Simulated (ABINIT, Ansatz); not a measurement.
# KHF2 (I4/mcm): G0W0 with ABINIT, start to end, part 3 of 3

Wanted: ground state, empty states, screening and self-energy for KHF2 (I4/mcm).

ABINIT 10.8.3; PBEsol and many-body steps on it, plane waves. Known limits of the many-body steps: not at the basis limit; coarse k mesh.

So far. Step 3 (Bands along the symmetry lines): The gap is 7.017 eV, as in the run before at this level. Step 4 (Empty states on the mesh, 2×2×2 mesh, 83 bands): On this mesh the gap is 7.017 eV.

## 5. Screening, 2×2×2 mesh, 77 bands, screening to 98 eV

The RPA dielectric matrix is built and inverted for each q.

This step: RPA screening on PBEsol, plane waves, norm-conserving pseudopotentials.

Contents of run.abi:

```
acell 3*1.0 Angstrom
rprim 
  -2.835000000000 2.835000000000 3.405000000000
  2.835000000000 -2.835000000000 3.405000000000
  2.835000000000 2.835000000000 -3.405000000000
ntypat 3
znucl 19 1 9
natom 8
typat 1 1 2 2 3 3 3 3
xred 
  0.250000000000 0.250000000000 -0.000000000000
  0.750000000000 0.750000000000 -0.000000000000
  0.500000000000 -0.000000000000 0.500000000000
  0.000000000000 0.500000000000 0.500000000000
  0.640800000000 0.140800000000 0.781600000000
  0.140800000000 0.359200000000 0.500000000000
  0.359200000000 0.859200000000 0.218400000000
  0.859200000000 0.640800000000 0.500000000000
pp_dirpath "pseudos"
pseudos "K.upf, H.upf, F.upf"
ecut 36
ngkpt 2 2 2
nshiftk 1
shiftk 0 0 0
kptopt 1
chksymbreak 0
istwfk *1
occopt 1
irdwfk 1
optdriver 3
nband 77
ecuteps 3.6
inclvkb 2
awtr 1
symchi 1
indata_prefix "in"
outdata_prefix "out"
tmpdata_prefix "tmp"
```

Started as:

```sh
> OMP_NUM_THREADS=1 mpirun -n 4 abinit run.abi > log
```

Numbers of over 12 decimals in the logs are rounded to 6 here.

Output:

```text
.Version 10.8.3 of ABINIT. v10.8.2 released Aug 2026.

 Symmetries : space group I4/m c m (#140); Bravais tI (body-center tetrag.)
[... echo of the input left out ...]
== DATASET  1 ==================================================================
-   mpi_nproc: 4, omp_nthreads: 1 (-1 if OMP is not activated)

--- !DatasetInfo
iteration_state: {dtset: 1, }
dimensions: {natom: 8, nkpt: 4, mband: 77, nsppol: 1, nspinor: 1, nspden: 1, mpw: 7677, }
cutoff_energies: {ecut:  36.0, pawecutdg:  -1.0, }
electrons: {nelect:   4.80000000E+01, charge:   0.00000000E+00, occopt:   1.00000000E+00, tsmear:   1.00000000E-02, }

 SCREENING: Calculation of the susceptibility and dielectric matrices

 Based on a program developped by R.W. Godby, V. Olevano, G. Onida, and L. Reining.
 Incorporated in ABINIT by V. Olevano, G.-M. Rignanese, and M. Torrent.
.Using double precision arithmetic ; gwpc =  8

[... cell and pseudopotentials left out ...]
--------------------------------------------------------------------------------

 ==== K-mesh for the wavefunctions ====
 Number of points in the irreducible wedge :     4
[... list of points left out ...]
 Together with 16 symmetry operations and time-reversal symmetry
 yields     8 points in the full Brillouin Zone.

 ==== Q-mesh for the screening function ====
 Number of points in the irreducible wedge :     4
[... list of points left out ...]
 Together with 16 symmetry operations and time-reversal symmetry
 yields     8 points in the full Brillouin Zone.

 setmesh: FFT mesh size selected  =    36x   36x   36
          total number of points  =        46656

 vcoul_init : cutoff-mode = AUXILIARY_FUNCTION
 q-points for optical limit:   1
     1)      0.000010    0.000020    0.000030

- screening: taking advantage of time-reversal symmetry
- Maximum band index for partially occupied states nbvw = 24
- Remaining bands to be divided among processors   nbcw = 53
- Number of bands treated by each node ~13

 Number of electrons calculated from density =   48.0000; Expected =   48.0000
 average of density, n =  0.064977
 r_s =    1.5431
 omega_plasma =   24.5887 [eV]

 calculating chi0 at frequencies [eV] :
  1    0.000000E+00    0.000000E+00
  2    0.000000E+00    2.458874E+01

--------------------------------------------------------------------------------
  q-point number  1        q = ( 0.000000, 0.000000, 0.000000) [r.l.u.]
--------------------------------------------------------------------------------
[... chi0 elements left out ...]
 For q-point:  0.000010 0.000020 0.000030
  dielectric constant =   1.8310
  dielectric constant without local fields =   1.9775

  Average fulfillment of the sum rule on Im[epsilon] for q-point    1 :     33.38  [%]
[... wings left out ...]
  q-point number  2        q = ( 0.500000, 0.000000, 0.000000) [r.l.u.]
--------------------------------------------------------------------------------
[... chi0 elements left out ...]
  Average fulfillment of the sum rule on Im[epsilon] for q-point    2 :     39.77  [%]

 [... 2 further q-points ...]
```

Elapsed: 20 s, on 4 MPI ranks of Intel Xeon 6975P-C (Granite Rapids), shared host; peak memory 1 GiB; 79 s of CPU time.

Numbers from this step:

```
ε∞ with local fields, on this mesh, along the program's q direction : 1.831
the same without local fields                                       : 1.978
plasma frequency                                                    : 24.59 eV
plane waves in the screening matrix                                 : 241
```

Local fields lower ε∞ by 7 %. On a Γ-centred mesh this coarse the value itself is usually too large, while a short band sum pulls it down.

## 6. Self-energy, 2×2×2 mesh, 77 bands, screening to 98 eV

The self-energy is evaluated for the states that the input lists, and the levels follow from it, in one-shot runs by the linearised quasiparticle equation.

This step: G0W0 on PBEsol, plane waves, norm-conserving pseudopotentials.

Changes to run.abi since step 5:

```diff
@@ -29,8 +29,17 @@
 irdwfk 1
-optdriver 3
+optdriver 4
 nband 77
+gwcalctyp 0
+ecutsigx 36
+symsigma 1
+nkptgw 2
+kptgw 
+  0.5000000000 0.5000000000 0.5000000000
+  0.0000000000 0.0000000000 0.0000000000
+bdgw 
+  22 26
+  22 26
 ecuteps 3.6
-inclvkb 2
-awtr 1
-symchi 1
+irdscr 1
+ppmodel 1
 indata_prefix "in"
```

Output:

```text
.Version 10.8.3 of ABINIT. v10.8.2 released Aug 2026.

 Symmetries : space group I4/m c m (#140); Bravais tI (body-center tetrag.)
[... echo of the input left out ...]
== DATASET  1 ==================================================================
-   mpi_nproc: 4, omp_nthreads: 1 (-1 if OMP is not activated)

--- !DatasetInfo
iteration_state: {dtset: 1, }
dimensions: {natom: 8, nkpt: 4, mband: 77, nsppol: 1, nspinor: 1, nspden: 1, mpw: 7677, }
cutoff_energies: {ecut:  36.0, pawecutdg:  -1.0, }
electrons: {nelect:   4.80000000E+01, charge:   0.00000000E+00, occopt:   1.00000000E+00, tsmear:   1.00000000E-02, }

 SIGMA: Calculation of the GW corrections

 Based on a program developped by R.W. Godby, V. Olevano, G. Onida, and L. Reining.
 Incorporated in ABINIT by V. Olevano, G.-M. Rignanese, and M. Torrent.
.Using double precision arithmetic ; gwpc =  8

[... cell and pseudopotentials left out ...]
--------------------------------------------------------------------------------

 ==== K-mesh for the wavefunctions ====
 Number of points in the irreducible wedge :     4
[... list of points left out ...]
 Together with 16 symmetry operations and time-reversal symmetry
 yields     8 points in the full Brillouin Zone.

 ==== Q-mesh for screening function ====
 Number of points in the irreducible wedge :     4
[... list of points left out ...]
 Together with 16 symmetry operations and time-reversal symmetry
 yields     8 points in the full Brillouin Zone.

 vcoul_init : cutoff-mode = AUXILIARY_FUNCTION
 q-points for optical limit:   1
     1)      0.000010    0.000020    0.000030
 setmesh: FFT mesh size selected  =    60x   60x   60
          total number of points  =       216000

 Number of electrons calculated from density =   48.0000; Expected =   48.0000
 average of density, n =  0.064977
 r_s =    1.5431
 omega_plasma =   24.5887 [eV]

 === KS Band Gaps ===
  >>>> For spin  1
   Minimum direct gap =   7.0720 [eV], located at k-point      :   0.0000  0.0000  0.0000
   Fundamental gap    =   7.0173 [eV], Top of valence bands at :   0.5000  0.5000  0.5000
                                       Bottom of conduction at :   0.0000  0.0000  0.0000
 SIGMA fundamental parameters:
 PLASMON POLE MODEL  1
 number of plane-waves for SigmaX                 7677
 number of plane-waves for SigmaC and W            241
 number of plane-waves for wavefunctions          7677
 number of bands                                    77
 number of independent spin polarizations            1
 number of spinorial components                      1
 number of k-points in IBZ                           4
 number of q-points in IBZ                           4
 number of symmetry operations                      16
 number of k-points in BZ                            8
 number of q-points in BZ                            8
 number of frequencies for dSigma/dE                 9
 frequency step for dSigma/dE [eV]                0.25
 number of omega for Sigma on real axis              0
 max omega for Sigma on real axis  [eV]           0.00
 zcut for avoiding poles [eV]                     0.10

 EPSILON^-1 parameters (SCR file):
 dimension of the eps^-1 matrix on file            241
 dimension of the eps^-1 matrix used               241
 number of plane-waves for wavefunctions          7677
 number of bands                                    77
 number of q-points in IBZ                           4
 number of frequencies                               2
 number of real frequencies                          1
 number of imag frequencies                          1

 matrix elements of self-energy operator (all in [eV])

 Perturbative Calculation

--- !SelfEnergy_ee
iteration_state: {dtset: 1, }
kpoint     : [   0.500,    0.500,    0.500, ]
spin       : 1
KS_gap     :    9.533
QP_gap     :   14.314
Delta_QP_KS:    4.781
data: !SigmaeeData |
     Band     E0 <VxcDFT>   SigX SigC(E0)      Z dSigC/dE  Sig(E)    E-E0       E
       22  -1.662 -22.718 -29.585   4.410   0.834  -0.199 -24.767  -2.049  -3.711
       23  -1.662 -22.718 -29.585   4.410   0.834  -0.199 -24.767  -2.049  -3.711
       24  -1.443 -22.344 -29.830   4.769   0.828  -0.208 -24.594  -2.249  -3.692
       25   8.090  -9.278  -4.422  -2.072   0.909  -0.100  -6.747   2.532  10.622
       26   8.690 -11.234  -6.628  -1.865   0.897  -0.114  -8.774   2.460  11.150

--- !SelfEnergy_ee
iteration_state: {dtset: 1, }
kpoint     : [   0.000,    0.000,    0.000, ]
spin       : 1
KS_gap     :    7.072
QP_gap     :   11.165
Delta_QP_KS:    4.093
data: !SigmaeeData |
     Band     E0 <VxcDFT>   SigX SigC(E0)      Z dSigC/dE  Sig(E)    E-E0       E
       22  -1.608 -22.775 -29.709   4.460   0.833  -0.200 -24.836  -2.061  -3.670
       23  -1.608 -22.775 -29.709   4.460   0.833  -0.200 -24.836  -2.061  -3.670
       24  -1.498 -22.194 -29.667   4.748   0.828  -0.207 -24.451  -2.257  -3.755
       25   5.574  -8.571  -4.337  -2.219   0.911  -0.098  -6.735   1.836   7.410
       26   8.373 -10.112  -4.589  -2.142   0.908  -0.102  -7.044   3.069  11.441

== END DATASET(S) ==============================================================
================================================================================

 -outvars: echo values of variables after computation  --------
           etotal      0.0000000000E+00
            nband          77
             nkpt           4
          spgroup         140
 [... the other variables as echoed above ...]

 Calculation completed.
```

Elapsed: 7.1 s, on 4 MPI ranks; peak memory 0.78 GiB.

Numbers from this step:

```
G0W0 gap on the points computed              : 11.08 eV
starting gap on the mesh                     : 7.017 eV
k of the valence top                         : 0, 0, 0
k of the conduction bottom                   : 0, 0, 0
Z at the valence top                         : 0.833
Z at the conduction bottom                   : 0.911
least direct G0W0 gap on the computed points : 11.08 eV
```

The gap on the mesh goes from 7.02 eV to 11.08 eV, a correction of +4.06 eV.

Limits: finite bands, cutoff and mesh; coarse k mesh. v1 is the top filled band, c1 the lowest empty one. The levels before and after the correction (eV, zero at the valence-band top of each column):

```
           conduction bottom  valence top
Kohn-Sham               7.02         0.00
     G0W0              11.08         0.00
```

```
             level  energy (eV)
Kohn-Sham  Γ v3-v2       -0.165
Kohn-Sham     Γ v1       -0.055
Kohn-Sham     Γ c1        7.017
Kohn-Sham     Γ c2        9.816
     G0W0  Γ v3-v2        0.000
     G0W0     Γ v1       -0.085
     G0W0     Γ c1       11.080
     G0W0     Γ c2       15.111
```

## 7. Where the time went

Times are wall times on 4 MPI ranks of Intel Xeon 6975P-C (Granite Rapids), shared host, good to a factor of about two.

```
                          step     time  share  memory (GiB)
                  ground state  1.8 min   50 %          0.54
bands along the symmetry lines     63 s   28 %           0.5
      empty states on the mesh     21 s   10 %          0.42
                     screening     20 s    9 %           1.0
                   self-energy    7.1 s    3 %          0.78
```

## 8. Results

* PBEsol gap: 7.02 eV, indirect
* G0W0 gap on the mesh: 11.08 eV
* GW settings: 2×2×2 mesh, 77 bands, screening to 98 eV, Godby-Needs plasmon pole
* known limits: not at the basis limit; coarse k mesh

In words: G0W0 moves the gap on the mesh from 7.02 eV to 11.08 eV (+4.06 eV), with Z of 0.83 and 0.91 at the edges. Local fields lower the RPA ε∞ on this mesh from 1.98 to 1.83; a Γ-centred mesh this coarse tends to raise both, most where the direct gap is narrow, while a short band sum lowers them. Only 2 of the mesh's irreducible points were corrected, so a valley elsewhere could overtake. The dearest step here is «ground state». Bands and cutoff are finite, so the gap is not at the basis limit. The miss can reach some tenths of an eV and take either sign; the mesh is an error of its own. In the G0W0 run levels were corrected at 2 k points alone, so a gap called «on the mesh» is the least over those, and an edge elsewhere would be missed. The 2×2×2 mesh is coarse for this cell, which bears on the long-range parts of exchange and screening.

[Paths, hosts, dates, memory and timing lines, banners, echoed tables and standing remarks are left out of the program output.]

[Logs are printed without paths, hosts, clocks, repeated set-up lines and the standing remarks that a program may print on its own settings, such as how far it seeks lower states.]

[Runs of the session that timed out or met a known fault of the program may be left out.]

[Hosts, paths, dates, database ids (printed as entryN), source tags and the programs' standing remarks are cut or masked in the printed files.]

[G0W0 gaps are taken among the corrected bands and points alone; a level outside them can change the order at an edge.]

[Where Ansatz stands beside ABINIT at settings called matched, ABINIT's density can come from a denser mesh and the files from another edition; pairs whose starting gaps differed by over 0.03 eV were left out, so agreement reads better than it is.]
